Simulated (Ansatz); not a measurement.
Planning a run of Ansatz 0.2.0 on YCrB4 (Pbam). The input:

```yaml
crystal:
  lattice:
    - [5.972, 0.0, 0.0]
    - [0.0, 11.46, 0.0]
    - [0.0, 0.0, 3.461]
  atoms:
    - { symbol: "Y", position: [0.1241200588, 0.1503666468, 0.0] }
    - { symbol: "Y", position: [0.8758799412, 0.8496333532, 0.0] }
    - { symbol: "Y", position: [0.6241200588, 0.3496333532, 0.0] }
    - { symbol: "Y", position: [0.3758799412, 0.6503666468, 0.0] }
    - { symbol: Cr, position: [0.1201299695, 0.421778839, 0.0] }
    - { symbol: Cr, position: [0.8798700305, 0.578221161, 0.0] }
    - { symbol: Cr, position: [0.6201299695, 0.078221161, 0.0] }
    - { symbol: Cr, position: [0.3798700305, 0.921778839, 0.0] }
    - { symbol: B, position: [0.2788786994, 0.3166664433, 0.5] }
    - { symbol: B, position: [0.7211213006, 0.6833335567, 0.5] }
    - { symbol: B, position: [0.7788786994, 0.1833335567, 0.5] }
    - { symbol: B, position: [0.2211213006, 0.8166664433, 0.5] }
    - { symbol: B, position: [0.4755978637, 0.1912257198, 0.5] }
    - { symbol: B, position: [0.5244021363, 0.8087742802, 0.5] }
    - { symbol: B, position: [0.9755978637, 0.3087742802, 0.5] }
    - { symbol: B, position: [0.0244021363, 0.6912257198, 0.5] }
    - { symbol: B, position: [0.3876900752, 0.0465439877, 0.5] }
    - { symbol: B, position: [0.6123099248, 0.9534560123, 0.5] }
    - { symbol: B, position: [0.8876900752, 0.4534560123, 0.5] }
    - { symbol: B, position: [0.1123099248, 0.5465439877, 0.5] }
    - { symbol: B, position: [0.3611603252, 0.4674623972, 0.5] }
    - { symbol: B, position: [0.6388396748, 0.5325376028, 0.5] }
    - { symbol: B, position: [0.8611603252, 0.0325376028, 0.5] }
    - { symbol: B, position: [0.1388396748, 0.9674623972, 0.5] }
kpoints:
  mp_grid: { grid: [2, 2, 4] }
hamiltonian:
  xc: lda
scf:
  occupations: { method: fixed }
gw:
  n_empty_bands: 537
  ecut_chi: 100
  qp_bands: [v6, c4]
  qp_kpoints: [[0, 0, 0]]
  screening: { model: contour_deformation }
```

```sh
ansatz run input.yaml --threads 2 --pin off --max-ram 92160MiB --backend cuda --events-out ev --progress --plain --runs-dir out --devices 1 --max-vram 13GiB
```

Q: Estimate wall time and host memory on 1 × NVIDIA H100 80GB HBM3 (shared by 6 runs) with 2 threads of AMD EPYC 7R13 (Zen 3), shared host.

It took 45 s; on shared hardware allow 22 s to 89 s. Peak host memory was 2.0 GiB. The sizes that set the cost: 4603 plane waves a state, 12 irreducible k points, 611 bands summed, 543 plane waves in the screening and 8 SCF cycles.

The screening grows as filled bands × empty bands × pairs of k points, times the square of the screening basis for the matrix.

[Paths, hosts, dates, memory and timing lines, banners, echoed tables and standing remarks are left out of the program output.]

[Logs are printed without paths, hosts, clocks, repeated set-up lines and the standing remarks that a program may print on its own settings, such as how far it seeks lower states.]

[Runs of the session that timed out or met a known fault of the program may be left out.]

[Cells called generated may have been cut or substituted from an entry of the Crystallography Open Database or the Materials Project.]

[Hosts, paths, dates, database ids (printed as entryN), source tags and the programs' standing remarks are cut or masked in the printed files.]
